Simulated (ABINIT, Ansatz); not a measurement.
## MoS3 (Pm-3m): zone-centre phonons

Aim: the zone-centre modes of MoS3 (Pm-3m).

Method: DFT PBEsol, scalar-relativistic, plane waves, PseudoDojo norm-conserving pseudopotentials, in ABINIT 10.8.3.

The structure was built from a prototype and need not be the compound's stable phase.

**1. Starting point**

It takes space group Pm-3m (No. 221, cubic). The conventional cell has a = 4.630 Å, b = 4.630 Å, c = 4.630 Å, α = 90.00°, β = 90.00°, γ = 90.00°. Mo has 6 S at 2.32 Å nearest. Nearest to S lie 2 Mo at 2.32 Å. Farther neighbours and most contacts between anions are not listed.

**2. Relaxing the cell and atoms**

The harmonic expansion needs vanishing forces, and a free crystal bears no stress, so cell and atoms are brought to rest. Stress is more sensitive to the basis than forces are: the last 3 Ha under the cutoff are smoothed with ecutsm, and the cutoff is raised above that of the later runs.

The starting cell comes from a relaxation made beforehand in Ansatz (PBEsol, PseudoDojo NC).

Contents of relax.abi:

```
# relaxation
ionmov 2
optcell 2
dilatmx 1.08
ntime 40
tolmxf 1.0d-05
tolvrs 1.0d-14
prtwf 0
prtden 0
chksymtnons 0

# basis, mesh and filling
ecut 44.0
ecutsm 3.0
ngkpt 8 8 8
nshiftk 1
shiftk 0.0 0.0 0.0
istwfk *1
occopt 3
tsmear 0.01
nband 24
nstep 100
diemac 1000000.0
prtebands 0
prtgsr 0
useylm 1

# cell and atoms
acell 8.749518554 8.749518554 8.749518554
rprim 
    1.0 0.0 0.0
    0.0 1.0 0.0
    0.0 0.0 1.0
ntypat 2
znucl 42 16
natom 4
typat 1 2 2 2
xred 
    0.0 0.0 0.0
    0.0 0.0 0.5
    0.0 0.5 0.0
    0.5 0.0 0.0
pp_dirpath "./pseudo"
pseudos "Mo.upf, S.upf"
```

Run with:

```console
$ OMP_NUM_THREADS=1 mpirun -n 4 abinit relax.abi > relax.log
```

Numbers of over 12 decimals in the logs are rounded to 6 here.

relax.abo, the main output file:

```text
[banners, grids, parts of the stress and lines that vanish by symmetry left out]
- input  file    -> relax.abi
- output file    -> relax.abo
- root for input  files -> relaxi
[...]
Symmetries : space group Pm -3 m (#221); Bravais cP (primitive cubic)
[...]
mpw =       11808          nfft =      216000          nkpt =          35
[...]
== DATASET  1 ==================================================================
[...]
cutoff_energies: {ecut:  44.0, pawecutdg:  -1.0, }
[...]
ETOT  1  -102.83006234238    -1.028E+02 9.382E-02 4.084E+03
 ETOT  2  -99.592550811994     3.238E+00 7.456E-02 3.431E+04
 ETOT  3  -103.33835441269    -3.746E+00 1.391E-02 2.516E+01
 ETOT  4  -103.33958972579    -1.235E-03 8.083E-03 1.663E+01
 ETOT  5  -103.34031485971    -7.251E-04 9.972E-04 7.663E+00
[...]
At SCF step   15       vres2   =  3.00E-15 < tolvrs=  1.00E-14 =>converged.
[...]
sigma(1 1)= -2.78623600E-05  sigma(3 2)=  0.00000000E+00
  sigma(2 2)= -2.78623600E-05  sigma(3 1)=  0.00000000E+00
  sigma(3 3)= -2.78623600E-05  sigma(2 1)=  0.00000000E+00
[...]
convergence: {deltae: -8.853E-12, res2:  3.000E-15, residm:  1.043E-04, diffor: null, }
etotal    :  -1.03341265E+02
[...]
ETOT  1  -103.33825242337    -1.033E+02 9.878E-05 3.476E+01
[...]
At SCF step   13       vres2   =  1.15E-15 < tolvrs=  1.00E-14 =>converged.
[...]
sigma(1 1)= -1.99679986E-05  sigma(3 2)=  0.00000000E+00
  sigma(2 2)= -1.99679986E-05  sigma(3 1)=  0.00000000E+00
  sigma(3 3)= -1.99679986E-05  sigma(2 1)=  0.00000000E+00
[...]
convergence: {deltae: -7.674E-13, res2:  1.151E-15, residm:  2.845E-05, diffor: null, }
etotal    :  -1.03341305E+02
[...]
ETOT  1  -103.32176895981    -1.033E+02 6.414E-05 2.231E+02
[...]
At SCF step   13       vres2   =  2.02E-15 < tolvrs=  1.00E-14 =>converged.
[...]
sigma(1 1)= -2.52788647E-07  sigma(3 2)=  0.00000000E+00
  sigma(2 2)= -2.52788647E-07  sigma(3 1)=  0.00000000E+00
  sigma(3 3)= -2.52788647E-07  sigma(2 1)=  0.00000000E+00
[...]
convergence: {deltae: -1.620E-12, res2:  2.023E-15, residm:  2.733E-06, diffor: null, }
etotal    :  -1.03341348E+02
[...]
ETOT  1  -103.34134488546    -1.033E+02 1.710E-06 3.868E-02
[...]
ETOT 10  -103.34134831665     1.440E-11 1.003E-06 2.157E-14
 ETOT 11  -103.34134831665    -5.031E-12 2.601E-07 4.466E-16
 At SCF step   11       vres2   =  4.47E-16 < tolvrs=  1.00E-14 =>converged.
[...]
sigma(1 1)= -2.36291246E-09  sigma(3 2)=  0.00000000E+00
  sigma(2 2)= -2.36291246E-09  sigma(3 1)=  0.00000000E+00
  sigma(3 3)= -2.36291246E-09  sigma(2 1)=  0.00000000E+00
[...]
convergence: {deltae: -5.031E-12, res2:  4.466E-16, residm:  2.601E-07, diffor: null, }
etotal    :  -1.03341348E+02
[...]
At Broyd/MD step   4, gradients are converged :
[...]
sigma(1 1)= -2.36291246E-09  sigma(3 2)=  0.00000000E+00
  sigma(2 2)= -2.36291246E-09  sigma(3 1)=  0.00000000E+00
  sigma(3 3)= -2.36291246E-09  sigma(2 1)=  0.00000000E+00
[...]
- sigma(1 1)= -6.95192846E-05  sigma(3 2)=  0.00000000E+00
- sigma(2 2)= -6.95192846E-05  sigma(3 1)=  0.00000000E+00
- sigma(3 3)= -6.95192846E-05  sigma(2 1)=  0.00000000E+00
[...]
fcart     -0.0000000000E+00 -0.0000000000E+00 -0.0000000000E+00
           strten     -2.3629124555E-09 -2.3629124560E-09 -2.3629124555E-09
================================================================================

[key lines of the parts left out:]
pressure_GPa:   6.9519E-05
Total energy (etotal) [Ha]= -1.03341348316652E+02
```

Wall time 6.4 min (4 MPI ranks of Arm Neoverse V2, shared host).

The steps of the relaxation:

| step | energy less that of the first step (eV) | largest force (eV/Å) | volume (Å³) |
| --- | --- | --- | --- |
| 1 | 0.0000 | 0.0000 | 99.26 |
| 2 | -0.0011 | 0.0000 | 99.50 |
| 3 | -0.0023 | 0.0000 | 100.14 |
| 4 | -0.0023 | 0.0000 | 100.15 |

| conventional cell, symmetrised | before | after | change |
| --- | --- | --- | --- |
| a (Å) | 4.630 | 4.644 | +0.3 % |
| b (Å) | 4.630 | 4.644 | +0.3 % |
| c (Å) | 4.630 | 4.644 | +0.3 % |
| volume (Å³/atom) | 24.81 | 25.04 | +0.9 % |

The relaxed structure:

```xyz
4
Lattice="4.6439 0.0000 0.0000 0.0000 4.6439 0.0000 0.0000 0.0000 4.6439" Properties=species:S:1:pos:R:3 pbc="T T T"
Mo    0.0000    0.0000    0.0000
S     0.0000    0.0000    2.3220
S     0.0000    2.3220    0.0000
S     2.3220    0.0000    0.0000
```

Numbers from this step:

- volume per atom: 25.04 Å³
- pressure: 6.95e-5 GPa
- gap on the k-mesh: 0 eV

The volume changes by +0.9 % from the cell with which this run began.

**3. Ground state**

First-order wavefunctions inherit every error of the ground state, hence the very tight tolvrs. Occupations are smeared.

Contents of gs.abi:

```
# ground state
tolvrs 1.0d-16
prtden 1
prtwf 1

# basis, mesh and filling
ecut 36.0
ngkpt 8 8 8
nshiftk 1
shiftk 0.0 0.0 0.0
istwfk *1
occopt 3
tsmear 0.01
nband 24
nstep 100
diemac 1000000.0
prtebands 0
prtgsr 0
useylm 1

# cell and atoms
acell 8.775736467 8.775736467 8.775736467
rprim 
    1.0 0.0 0.0
    0.0 1.0 0.0
    0.0 0.0 1.0
ntypat 2
znucl 42 16
natom 4
typat 1 2 2 2
xred 
    0.0 0.0 0.0
    0.0 0.0 0.5
    0.0 0.5 0.0
    0.5 0.0 0.0
pp_dirpath "./pseudo"
pseudos "Mo.upf, S.upf"
```

Run with:

```console
$ OMP_NUM_THREADS=1 mpirun -n 4 abinit gs.abi > gs.log
```

gs.abo, the main output file:

```text
[banners, grids, parts of the stress and lines that vanish by symmetry left out]
- input  file    -> gs.abi
- output file    -> gs.abo
- root for input  files -> gsi
[...]
Symmetries : space group Pm -3 m (#221); Bravais cP (primitive cubic)
[...]
mpw =        7012          nfft =      110592          nkpt =          35
[...]
== DATASET  1 ==================================================================
[...]
cutoff_energies: {ecut:  36.0, pawecutdg:  -1.0, }
[...]
ETOT  1  -102.82169958364    -1.028E+02 6.931E-02 2.142E+03
 ETOT  2  -99.476896920768     3.345E+00 8.366E-02 1.803E+04
 ETOT  3  -103.33803691019    -3.861E+00 1.470E-02 1.399E+01
 ETOT  4  -103.33937906654    -1.342E-03 7.249E-03 9.228E+00
 ETOT  5  -103.34015363017    -7.746E-04 9.509E-04 4.298E+00
[...]
ETOT 15  -103.34120159516    -1.108E-12 8.689E-05 2.645E-15
 ETOT 16  -103.34120159515     8.811E-12 1.327E-04 1.465E-17
 At SCF step   16       vres2   =  1.47E-17 < tolvrs=  1.00E-16 =>converged.
[...]
sigma(1 1)=  3.14732746E-06  sigma(3 2)=  0.00000000E+00
  sigma(2 2)=  3.14732746E-06  sigma(3 1)=  0.00000000E+00
  sigma(3 3)=  3.14732746E-06  sigma(2 1)=  0.00000000E+00
[...]
convergence: {deltae:  8.811E-12, res2:  1.465E-17, residm:  1.327E-04, diffor: null, }
etotal    :  -1.03341202E+02
[...]
sigma(1 1)=  3.14732746E-06  sigma(3 2)=  0.00000000E+00
  sigma(2 2)=  3.14732746E-06  sigma(3 1)=  0.00000000E+00
  sigma(3 3)=  3.14732746E-06  sigma(2 1)=  0.00000000E+00
[...]
- sigma(1 1)=  9.25975709E-02  sigma(3 2)=  0.00000000E+00
- sigma(2 2)=  9.25975709E-02  sigma(3 1)=  0.00000000E+00
- sigma(3 3)=  9.25975709E-02  sigma(2 1)=  0.00000000E+00
[...]
fcart     -0.0000000000E+00 -0.0000000000E+00 -0.0000000000E+00
           strten      3.1473274636E-06  3.1473274636E-06  3.1473274636E-06
================================================================================

[key lines of the parts left out:]
pressure_GPa:  -9.2598E-02
```

Wall time 62 s (4 MPI ranks).

This step gave:

| Item | Value |
| --- | --- |
| pressure | -0.09260 GPa |

The cell stands at -0.093 GPa, close enough for phonons.

(Part 1 of 4 ends here.)

[Host names and launcher messages were left out of these logs when they were recorded.]

[Logs are printed without paths, hosts, clocks, repeated set-up lines and the standing remarks that a program may print on its own settings, such as how far it seeks lower states.]

[Hosts, paths, dates, database ids (printed as entryN), source tags and the programs' standing remarks are cut or masked in the printed files.]
